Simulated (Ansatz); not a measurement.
# Electron scattering at the Σ5 (210) boundary in bcc Ta, starting shift (0.33, 0)

How much does the Σ5 (210) boundary in bcc Ta, starting shift (0.33, 0) reflect electrons?

Program: Ansatz 0.2.0. Level of theory: Ansatz plane-wave DFT, PBE, PAW files; relaxation of a bicrystal slab with its lowest layers held; PAW set soft_1, in the first sound run; inputs show where later runs differ. Results are calculated unless marked as measured.

## 1. The structure

The cell holds 25 atoms: 25 Ta. Cell: a = 7.385 Å, b = 3.303 Å, c = 29.462 Å, α = 90.0°, β = 90.0°, γ = 90.0°. It derives from Ta. built on the (2 1 0) plane; 2 overlapping atoms removed and the grains opened by 0 Å. Vacuum lies along c.

## 2. Relaxing the bicrystal

The boundary is built by mirroring the lower grain in the boundary plane and removing any atoms that overlap. A thin bicrystal slab is relaxed first, with the lowest layers held and the upper grain free to shift and open.

input.yaml reads:

```yaml
crystal:
  lattice:
    - [7.3847486598, 0.0, 0.0]
    - [0.0, 3.30256, 0.0]
    - [0.0, 0.0, 29.46187165]
  atoms:
    - { symbol: Ta, position: [0.7000000001, 0.5, 0.1697108744] }
    - { symbol: Ta, position: [1.0e-10, 0.0, 0.1947763175] }
    - { symbol: Ta, position: [0.3, 0.5, 0.2198417605] }
    - { symbol: Ta, position: [0.6, 0.0, 0.2449072036] }
    - { symbol: Ta, position: [0.9, 0.5, 0.2699726466] }
    - { symbol: Ta, position: [0.2, 0.0, 0.2950380897] }
    - { symbol: Ta, position: [0.5, 0.5, 0.3201035327] }
    - { symbol: Ta, position: [0.8, 0.0, 0.3451689758] }
    - { symbol: Ta, position: [0.1, 0.5, 0.3702344188] }
    - { symbol: Ta, position: [0.4, 0.0, 0.3952998619] }
    - { symbol: Ta, position: [0.7, 0.5, 0.4203653049] }
    - { symbol: Ta, position: [0.0, 0.0, 0.445430748] }
    - { symbol: Ta, position: [0.73, 0.0, 0.4955616341] }
    - { symbol: Ta, position: [0.43, 0.5, 0.5206270771] }
    - { symbol: Ta, position: [0.13, 0.0, 0.5456925202] }
    - { symbol: Ta, position: [0.83, 0.5, 0.5707579632] }
    - { symbol: Ta, position: [0.53, 0.0, 0.5958234063] }
    - { symbol: Ta, position: [0.23, 0.5, 0.6208888493] }
    - { symbol: Ta, position: [0.93, 0.0, 0.6459542924] }
    - { symbol: Ta, position: [0.63, 0.5, 0.6710197354] }
    - { symbol: Ta, position: [0.3300000001, 0.0, 0.6960851785] }
    - { symbol: Ta, position: [0.0300000001, 0.5, 0.7211506215] }
    - { symbol: Ta, position: [0.7300000001, 0.0, 0.7462160646] }
    - { symbol: Ta, position: [0.4300000001, 0.5, 0.7712815076] }
    - { symbol: Ta, position: [0.1300000001, 0.0, 0.7963469507] }
kpoints:
  mp_grid: { grid: [3, 7, 1] }
hamiltonian:
  xc: pbe
  pseudopotentials: { kind: paw, azcp: { folder: soft_1 } }
scf:
  occupations: { method: fermi_dirac, width: 0.1 }
relax:
  f_tol: 0.03
  max_steps: 80
  constraints: [{ sites: [0, 1, 2, 3, 4] }]
```

Started as:

```sh
$ ansatz run input.yaml --threads 4 --pin off --max-ram 15360MiB --backend cpu --events-out ev --progress --plain --runs-dir out
```

Numbers of over 12 decimals in the logs are rounded to 6 here.

Output:

```text
Engine: ansatz 0.2.0, aarch64-unknown-linux-gnu
Pseudopotentials: kind: paw
Pseudopotential: Ta, paw, valence charge 13, recommended cutoff 420 eV (normal), soft_1/Ta.paw.azcp
Functional definition: PBE
  parameter kappa = 0.804
  parameter beta = 0.066725
  exchange = pbe_x(kappa = kappa, mu = beta*pi^2/3)
  correlation = pbe_c(beta = beta)
Crystal: 25 atoms, lattice volume = 718.533 Å³
Basis set: ecut = 420 eV, 14181 PW (Γ), exchange–correlation on 100×48×400 points (8 copies of the dense FFT grid, shifted against one another)
Bands: 195, of which v1, the nominal top of the filled ones, is band 163 counted from 1 (162 counted from 0)
Symmetry: 2 space group operations
Space group: Pm (ITA 6), of the structure as read, at distance tolerance 9.0e-5 Å
k-points: 8 of 21 (time reversal used)
Non-local potential: Ta, projectors of the file, l = 0: 3, l = 1: 2, l = 2: 2, l = 3: 1
PAW form: soft (Blöchl's): semilocal exchange-correlation on the pseudo side does not see the compensation charge
PAW one-centre angular grid: Ta, 590 points (default); XC on 64 Gauss nodes
Initial density: superposition of atomic densities (neutral atoms: chi_scale 0, normalization atom)
Initial wavefunctions: pseudopotential atomic-orbital guess
Functional: x = pbe(κ = 0.804, μ = 0.219515), c = pbe(β = 0.066725)
SCF iter   1: F=—  HF=-248335.456145 eV  |F-HF|=—  |Δ(HF+E_count)|=         —  Δρ=5.19e-2  dr2=3.41e2  ethr=3.10e-3  ⟨swp⟩=9.8  Hψ=7541  notcnv=0  defer=3
preconditioner: auto → LDOS  [metal: Δε(μ)=0.032 eV  Ē_g=4.224 eV  σ=0.100 eV  W_gap=0.08  n_scr=164 (ndim 8)  ℏωp=15.5 eV  f_vac=0.283  D(μ)=21.30/eV (n_scr^D=154)  β→1.0]
SCF iter   2: F=—  HF=-248339.142295 eV  |F-HF|=—  |Δ(HF+E_count)|=    3.69e0  Δρ=6.81e-2  dr2=9.79e2  ethr=3.10e-3  ⟨swp⟩=18.5  Hψ=12297  notcnv=0  defer=14  recentre
SCF iter   3: F=—  HF=-248322.750221 eV  |F-HF|=—  |Δ(HF+E_count)|=    1.64e1  Δρ=2.53e-2  dr2=9.43e1  ethr=3.10e-3  ⟨swp⟩=14.4  Hψ=8584  notcnv=0  defer=14
SCF iter   4: F=—  HF=-248319.492699 eV  |F-HF|=—  |Δ(HF+E_count)|=    3.26e0  Δρ=5.01e-3  dr2=7.88e-1  ethr=3.10e-3  ⟨swp⟩=8.0  Hψ=3286  notcnv=0  defer=10
SCF iter   5: F=—  HF=-248319.460387 eV  |F-HF|=—  |Δ(HF+E_count)|=   3.23e-2  Δρ=2.62e-3  dr2=7.95e-1  ethr=2.43e-4  ⟨swp⟩=4.4  Hψ=2594  notcnv=0  defer=15
SCF iter   6: F=—  HF=-248319.450701 eV  |F-HF|=—  |Δ(HF+E_count)|=   9.69e-3  Δρ=7.38e-4  dr2=1.87e-2  ethr=2.43e-4  ⟨swp⟩=2.6  Hψ=1735  notcnv=0  defer=5
SCF iter   7: F=—  HF=-248319.449908 eV  |F-HF|=—  |Δ(HF+E_count)|=   7.93e-4  Δρ=2.78e-4  dr2=9.46e-4  ethr=5.75e-6  ⟨swp⟩=2.0  Hψ=2139  notcnv=0  defer=5
SCF iter   8: F=—  HF=-248319.451012 eV  |F-HF|=—  |Δ(HF+E_count)|=   1.10e-3  Δρ=9.22e-5  dr2=3.23e-4  ethr=2.91e-7  ⟨swp⟩=2.8  Hψ=2252  notcnv=0  defer=5
SCF iter   9: F=—  HF=-248319.451051 eV  |F-HF|=—  |Δ(HF+E_count)|=   3.90e-5  Δρ=3.71e-5  dr2=1.86e-4  ethr=9.94e-8  ⟨swp⟩=2.0  Hψ=2085  notcnv=0  defer=5
SCF iter  10: F=-248319.451045 eV  HF=-248319.451053 eV  |F-HF|=8.58e-6  |Δ(HF+E_count)|=   2.41e-6  Δρ=1.43e-5  dr2=1.19e-5  ethr=6.92e-9  ⟨swp⟩=3.5  Hψ=5036  notcnv=0
SCF 1 converged in 10 iterations: F = -248319.451045 eV  dr2 = 1.19e-5
  greatest PAW one-centre occupation: 0.999 electrons in one spin orbital (limit 2), on the Ta atom at site 10 (counted from 0), in its partial waves of l = 0
relax step   1: F+E_penalty+E_count = -248319.45104461 eV  Δ(F+E_penalty+E_count) = +0.000e0 eV  max|allowed force component| = 2.173e0 eV/Å  Δτ_max = 0.0000 Å  (10 SCF iters, dr2 threshold 2.25e-5 eV, accepted)
Initial density: handed on by an earlier stage of this run
Initial wavefunctions: those handed on with the density
iter 1 solved again at ethr=2.50e-3 eV; its pass at ethr=3.10e-3 eV (dr2=8.13e0 eV) is discarded
SCF iter   1: F=—  HF=-248320.794256 eV  |F-HF|=—  |Δ(HF+E_count)|=         —  Δρ=1.29e-2  dr2=8.36e0  ethr=2.50e-3  ⟨swp⟩=1.9  Hψ=5188  notcnv=0  defer=4
preconditioner: auto → LDOS  [metal: Δε(μ)=0.027 eV  Ē_g=3.637 eV  σ=0.100 eV  W_gap=0.07  n_scr=164 (ndim 8)  ℏωp=15.5 eV  f_vac=0.291  D(μ)=30.92/eV (n_scr^D=290)  β→1.0]
SCF iter   2: F=—  HF=-248320.363090 eV  |F-HF|=—  |Δ(HF+E_count)|=   4.31e-1  Δρ=5.77e-3  dr2=8.42e-1  ethr=2.50e-3  ⟨swp⟩=3.0  Hψ=2223  notcnv=0  defer=4
SCF iter   3: F=—  HF=-248320.285062 eV  |F-HF|=—  |Δ(HF+E_count)|=   7.80e-2  Δρ=2.11e-3  dr2=1.30e-1  ethr=2.59e-4  ⟨swp⟩=2.4  Hψ=2961  notcnv=0  defer=5
SCF iter   4: F=—  HF=-248320.265442 eV  |F-HF|=—  |Δ(HF+E_count)|=   1.96e-2  Δρ=4.58e-4  dr2=5.16e-3  ethr=4.01e-5  ⟨swp⟩=2.2  Hψ=2511  notcnv=0  defer=5
SCF iter   5: F=—  HF=-248320.264015 eV  |F-HF|=—  |Δ(HF+E_count)|=   1.43e-3  Δρ=1.54e-4  dr2=5.50e-4  ethr=1.59e-6  ⟨swp⟩=2.0  Hψ=2138  notcnv=0  defer=5
SCF iter   6: F=-248320.263969 eV  HF=-248320.263985 eV  |F-HF|=1.59e-5  |Δ(HF+E_count)|=   2.99e-5  Δρ=4.35e-5  dr2=3.27e-5  ethr=3.08e-8  ⟨swp⟩=3.1  Hψ=6162  notcnv=0
SCF 2 converged in 6 iterations: F = -248320.263969 eV  dr2 = 3.27e-5
  greatest PAW one-centre occupation: 0.999 electrons in one spin orbital (limit 2), on the Ta atom at site 20 (counted from 0), in its partial waves of l = 0
relax step   2: F+E_penalty+E_count = -248320.26396933 eV  Δ(F+E_penalty+E_count) = -8.129e-1 eV  max|allowed force component| = 7.333e-1 eV/Å  Δτ_max = 0.1948 Å  (6 SCF iters, dr2 threshold 1.00e-4 eV, accepted)
SCF iter   1: F=—  HF=-248320.948794 eV  |F-HF|=—  |Δ(HF+E_count)|=         —  Δρ=1.14e-2  dr2=1.37e1  ethr=3.10e-3  ⟨swp⟩=7.4  Hψ=3942  notcnv=0  defer=6
preconditioner: auto → LDOS  [metal: Δε(μ)=0.025 eV  Ē_g=3.658 eV  σ=0.100 eV  W_gap=0.06  n_scr=164 (ndim 8)  ℏωp=15.5 eV  f_vac=0.296  D(μ)=30.78/eV (n_scr^D=290)  β→1.0]
SCF iter   2: F=—  HF=-248320.714598 eV  |F-HF|=—  |Δ(HF+E_count)|=   2.34e-1  Δρ=3.64e-3  dr2=6.42e-1  ethr=3.10e-3  ⟨swp⟩=2.0  Hψ=1836  notcnv=0  defer=7
SCF iter   3: F=—  HF=-248320.696114 eV  |F-HF|=—  |Δ(HF+E_count)|=   1.85e-2  Δρ=1.98e-3  dr2=9.14e-2  ethr=1.98e-4  ⟨swp⟩=2.4  Hψ=2857  notcnv=0  defer=7
SCF iter   4: F=—  HF=-248320.679909 eV  |F-HF|=—  |Δ(HF+E_count)|=   1.62e-2  Δρ=3.80e-4  dr2=4.55e-3  ethr=2.81e-5  ⟨swp⟩=2.1  Hψ=2709  notcnv=0  defer=6
SCF iter   5: F=—  HF=-248320.678232 eV  |F-HF|=—  |Δ(HF+E_count)|=   1.68e-3  Δρ=1.03e-4  dr2=2.66e-4  ethr=1.40e-6  ⟨swp⟩=3.2  Hψ=2842  notcnv=0  defer=6
SCF iter   6: F=—  HF=-248320.678234 eV  |F-HF|=—  |Δ(HF+E_count)|=   1.62e-6  Δρ=3.63e-5  dr2=3.56e-5  ethr=8.20e-8  ⟨swp⟩=2.1  Hψ=2249  notcnv=0  defer=6
SCF iter   7: F=-248320.678233 eV  HF=-248320.678237 eV  |F-HF|=4.36e-6  |Δ(HF+E_count)|=   2.89e-6  Δρ=1.70e-5  dr2=6.54e-6  ethr=1.03e-8  ⟨swp⟩=4.8  Hψ=4596  notcnv=0
SCF 3 converged in 7 iterations: F = -248320.678233 eV  dr2 = 6.54e-6
  greatest PAW one-centre occupation: 0.999 electrons in one spin orbital (limit 2), on the Ta atom at site 8 (counted from 0), in its partial waves of l = 0
relax step   3: F+E_penalty+E_count = -248320.67823263 eV  Δ(F+E_penalty+E_count) = -4.143e-1 eV  max|allowed force component| = 5.885e-1 eV/Å  Δτ_max = 0.2000 Å  (7 SCF iters, dr2 threshold 3.36e-5 eV, accepted)
[... from here on, the SCF cycles and remarks between the steps are left out ...]
relax step   4: F+E_penalty+E_count = -248320.92759412 eV  Δ(F+E_penalty+E_count) = -2.494e-1 eV  max|allowed force component| = 2.539e-1 eV/Å  Δτ_max = 0.2000 Å  (7 SCF iters, dr2 threshold 3.95e-5 eV, accepted)
relax step   5: F+E_penalty+E_count = -248321.02459786 eV  Δ(F+E_penalty+E_count) = -9.700e-2 eV  max|allowed force component| = 1.261e-1 eV/Å  Δτ_max = 0.2000 Å  (7 SCF iters, dr2 threshold 1.20e-5 eV, accepted)
relax step   6: F+E_penalty+E_count = -248321.07328267 eV  Δ(F+E_penalty+E_count) = -4.868e-2 eV  max|allowed force component| = 1.160e-1 eV/Å  Δτ_max = 0.1946 Å  (8 SCF iters, dr2 threshold 2.96e-6 eV, accepted)
relax step   7: F+E_penalty+E_count = -248321.10103048 eV  Δ(F+E_penalty+E_count) = -2.775e-2 eV  max|allowed force component| = 2.219e-1 eV/Å  Δτ_max = 0.1951 Å  (7 SCF iters, dr2 threshold 3.31e-6 eV, accepted)
relax step   8: F+E_penalty+E_count = -248321.11996560 eV  Δ(F+E_penalty+E_count) = -1.894e-2 eV  max|allowed force component| = 1.420e-1 eV/Å  Δτ_max = 0.1909 Å  (6 SCF iters, dr2 threshold 4.17e-5 eV, accepted)
relax step   9: F+E_penalty+E_count = -248321.13299375 eV  Δ(F+E_penalty+E_count) = -1.303e-2 eV  max|allowed force component| = 6.484e-2 eV/Å  Δτ_max = 0.0612 Å  (6 SCF iters, dr2 threshold 8.26e-6 eV, accepted)
relax step  10: F+E_penalty+E_count = -248321.13712380 eV  Δ(F+E_penalty+E_count) = -4.130e-3 eV  max|allowed force component| = 8.818e-2 eV/Å  Δτ_max = 0.0982 Å  (8 SCF iters, accepted)
relax step  11: F+E_penalty+E_count = -248321.14183730 eV  Δ(F+E_penalty+E_count) = -4.713e-3 eV  max|allowed force component| = 3.668e-2 eV/Å  Δτ_max = 0.0789 Å  (7 SCF iters, dr2 threshold 1.62e-6 eV, accepted)
SCF iter   1: F=—  HF=-248321.150718 eV  |F-HF|=—  |Δ(HF+E_count)|=         —  Δρ=2.83e-3  dr2=9.11e-2  ethr=6.31e-4  ⟨swp⟩=4.6  Hψ=3011  notcnv=0  defer=6
preconditioner: auto → LDOS  [metal: Δε(μ)=0.013 eV  Ē_g=3.681 eV  σ=0.100 eV  W_gap=0.03  n_scr=164 (ndim 8)  ℏωp=15.5 eV  f_vac=0.305  D(μ)=28.92/eV (n_scr^D=268)  β→1.0]
SCF iter   2: F=—  HF=-248321.146369 eV  |F-HF|=—  |Δ(HF+E_count)|=   4.35e-3  Δρ=8.81e-4  dr2=2.78e-2  ethr=2.80e-5  ⟨swp⟩=2.0  Hψ=2887  notcnv=0  defer=6
SCF iter   3: F=—  HF=-248321.144688 eV  |F-HF|=—  |Δ(HF+E_count)|=   1.68e-3  Δρ=2.50e-4  dr2=2.54e-3  ethr=8.54e-6  ⟨swp⟩=2.0  Hψ=2597  notcnv=0  defer=6
SCF iter   4: F=—  HF=-248321.144664 eV  |F-HF|=—  |Δ(HF+E_count)|=   2.45e-5  Δρ=1.64e-4  dr2=5.09e-4  ethr=7.82e-7  ⟨swp⟩=2.0  Hψ=2673  notcnv=0  defer=6
SCF iter   5: F=—  HF=-248321.144573 eV  |F-HF|=—  |Δ(HF+E_count)|=   9.10e-5  Δρ=2.85e-5  dr2=2.70e-5  ethr=1.57e-7  ⟨swp⟩=2.4  Hψ=2753  notcnv=0  defer=6
SCF iter   6: F=—  HF=-248321.143353 eV  |F-HF|=—  |Δ(HF+E_count)|=   1.22e-3  Δρ=1.38e-5  dr2=4.41e-6  ethr=8.32e-9  ⟨swp⟩=3.0  Hψ=2250  notcnv=0  defer=6
SCF iter   7: F=—  HF=-248321.143354 eV  |F-HF|=—  |Δ(HF+E_count)|=   9.25e-7  Δρ=4.06e-6  dr2=4.85e-7  ethr=1.36e-9  ⟨swp⟩=2.1  Hψ=2186  notcnv=0  defer=6
SCF iter   8: F=-248321.143354 eV  HF=-248321.143354 eV  |F-HF|=7.01e-8  |Δ(HF+E_count)|=   1.48e-8  Δρ=1.30e-6  dr2=8.94e-8  ethr=3.08e-11  ⟨swp⟩=5.0  Hψ=5808  notcnv=0
SCF 12 converged in 8 iterations: F = -248321.143354 eV  dr2 = 8.94e-8
relax step  12: F+E_penalty+E_count = -248321.14335380 eV  Δ(F+E_penalty+E_count) = -1.517e-3 eV  max|allowed force component| = 1.968e-2 eV/Å  Δτ_max = 0.0550 Å  (8 SCF iters, accepted)
SCF converged after 8 iterations
Free energy (F): -248321.143354 eV
Harris-Foulkes:  -248321.143354 eV  (|F-HF|=7.01e-8)
Internal energy: -248320.190615 eV  (E = F + TS)
E sigma→0 (E₀):  -248320.666984 eV
Entropy (-TS):   -0.952739 eV (-38.110 meV/atom)
Fermi energy:    10.305302 eV
--- Per-component energies (eV) ---
  E_band       = -5351.889917
  E_kinetic    = 9812.516866
  E_local      = -260843.346660  (includes V_loc(G=0)·N_el)
  E_nonlocal   = -274.932310
  E_hartree    = 127173.783628
  E_xc         = -8015.393032
  E_vxc        = -5819.693139  (∫ρ·V_xc dr)
  E_paw        = -207614.063454  (= ΣΔE_a)
  E_vpaw       = -2574.016895  (= ΣTr[D̂ρ^β])
  E_aug_tail   = 0.002342  (compensation charges beyond the density's cutoff)
  E_ewald      = 91441.242006
  E_smearing   = -0.952739  (= −TS)
  E_closure    = 0.000000  (closes the sum)
  Σ components = -248321.143354   (vs F -248321.143354, Δ=0.00e0)
--- Forces (eV/Å), atoms counted from 1 ---
  atom   1  Ta     0.44953509    -0.00000000     1.72965867
  atom   2  Ta    -0.71203632     0.00000000    -0.19119136
  atom   3  Ta     0.01430998    -0.00000000    -0.15619613
  atom   4  Ta     0.17292177    -0.00000000    -0.77796917
  atom   5  Ta     0.07130237    -0.00000000    -0.59475461
  atom   6  Ta     0.00487644    -0.00000000     0.00205687
  atom   7  Ta     0.00351332    -0.00000000    -0.00482538
  atom   8  Ta    -0.00606921    -0.00000000     0.00491515
  atom   9  Ta    -0.00421821     0.00000000     0.00509026
  atom  10  Ta     0.00087124    -0.00000000    -0.00849976
  atom  11  Ta     0.01697276    -0.00000000    -0.00663493
  atom  12  Ta     0.00424906     0.00000000    -0.00387462
  atom  13  Ta    -0.01141280     0.00000000    -0.00913991
  atom  14  Ta    -0.00292935    -0.00000000     0.01968179
  atom  15  Ta    -0.00459538     0.00000000    -0.01897083
  atom  16  Ta    -0.00333020    -0.00000000     0.00541353
  atom  17  Ta    -0.00131017    -0.00000000    -0.00052711
  atom  18  Ta     0.00319639    -0.00000000    -0.01002193
  atom  19  Ta     0.00306652    -0.00000000     0.00091100
  atom  20  Ta    -0.00179262    -0.00000000     0.00499075
  atom  21  Ta     0.00493450     0.00000000     0.00341605
  atom  22  Ta     0.00785761     0.00000000     0.00895695
  atom  23  Ta    -0.00177939    -0.00000000     0.00239114
  atom  24  Ta    -0.00267083    -0.00000000    -0.00232617
  atom  25  Ta    -0.00556111    -0.00000000    -0.00246433
  max |Σ_I F_I| component: 9.85e-5 eV/Å
--- Relaxed structure (12 steps of the walk, 12 accepted, 0 SCFs on fresh bases) ---
  F+E_penalty+E_count = -248321.14335380 eV   max|allowed force component| = 1.968e-2 eV/Å
  atoms:
    - { symbol: Ta, position: [0.7000000001, 0.500000, 0.169711] }
    - { symbol: Ta, position: [9.999999999999999e-11, 0.0, 0.194776] }
    - { symbol: Ta, position: [0.3, 0.500000, 0.219842] }
    - { symbol: Ta, position: [0.6, 0.0, 0.244907] }
    - { symbol: Ta, position: [0.9, 0.500000, 0.269973] }
    - { symbol: Ta, position: [0.200653, -1.6209278825234698e-19, 0.295013] }
    - { symbol: Ta, position: [0.497507, 0.500000, 0.321054] }
    - { symbol: Ta, position: [0.803806, -9.448129423805699e-19, 0.345350] }
    - { symbol: Ta, position: [0.109087, 0.500000, 0.371156] }
    - { symbol: Ta, position: [0.402664, -6.614370167906535e-19, 0.400725] }
    - { symbol: Ta, position: [0.708887, 0.500000, 0.418026] }
    - { symbol: Ta, position: [0.017812, -4.421943506615293e-18, 0.444385] }
    - { symbol: Ta, position: [0.632417, 2.422530002038459e-17, 0.488965] }
    - { symbol: Ta, position: [0.316968, 0.500000, 0.488466] }
    - { symbol: Ta, position: [0.028735, 2.5139484184817697e-17, 0.534280] }
    - { symbol: Ta, position: [0.719951, 0.500000, 0.559406] }
    - { symbol: Ta, position: [0.413550, 2.890913861181747e-17, 0.577488] }
    - { symbol: Ta, position: [0.119399, 0.500000, 0.606338] }
    - { symbol: Ta, position: [0.809425, 2.993322617835405e-17, 0.632484] }
    - { symbol: Ta, position: [0.508846, 0.500000, 0.657579] }
    - { symbol: Ta, position: [0.212510, 2.9167404755857836e-17, 0.683002] }
    - { symbol: Ta, position: [-0.091599, 0.500000, 0.707092] }
    - { symbol: Ta, position: [0.601794, 3.1827586396134166e-17, 0.733526] }
    - { symbol: Ta, position: [0.302047, 0.500000, 0.757060] }
    - { symbol: Ta, position: [0.00672889, 3.0602473736444737e-17, 0.774773] }
```

It took 8.9 min on 4 threads of Arm Neoverse V1, shared host; peak memory 2.8 GiB; 33 min of CPU time.

Relaxation path:

```
step  energy less that of the first step (eV)  largest force component (eV/Å)
   1                                   0.0000                          2.1726
   2                                  -0.8129                          0.7333
   3                                  -1.2272                          0.5885
   4                                  -1.4765                          0.2539
   5                                  -1.5736                          0.1261
   6                                  -1.6222                          0.1160
   7                                  -1.6500                          0.2219
   8                                  -1.6689                          0.1420
   9                                  -1.6819                          0.0648
  10                                  -1.6861                          0.0882
  11                                  -1.6908                          0.0367
  12                                  -1.6923                          0.0197
```

The run keeps the 2 symmetry operations that it works with, so distortions that break them were not tested.

The atoms that moved most (Å):

```
atom      dx     dy      dz  length
Ta14  -0.835  0.000  -0.948   1.263
Ta25  -0.910  0.000  -0.636   1.110
Ta24  -0.945  0.000  -0.419   1.034
Ta23  -0.947  0.000  -0.374   1.018
Ta17  -0.860  0.000  -0.540   1.016
Ta22  -0.898  0.000  -0.414   0.989
Ta20  -0.895  0.000  -0.396   0.978
Ta19  -0.890  0.000  -0.397   0.975
```

Numbers from this step:

```yaml
free_energy: -248321.1434 eV
energy_at_zero_smearing: -248320.6670 eV
fermi_energy: 10.31 eV
```

The largest force component on a free atom ends at 0.020 eV/Å, under the tolerance of 0.03, after 12 steps.

(Part 1 of 3 ends here.)

[Logs are printed without paths, hosts, clocks, repeated set-up lines and the standing remarks that a program may print on its own settings, such as how far it seeks lower states.]

[Hosts, paths, dates, database ids (printed as entryN), source tags and the programs' standing remarks are cut or masked in the printed files.]
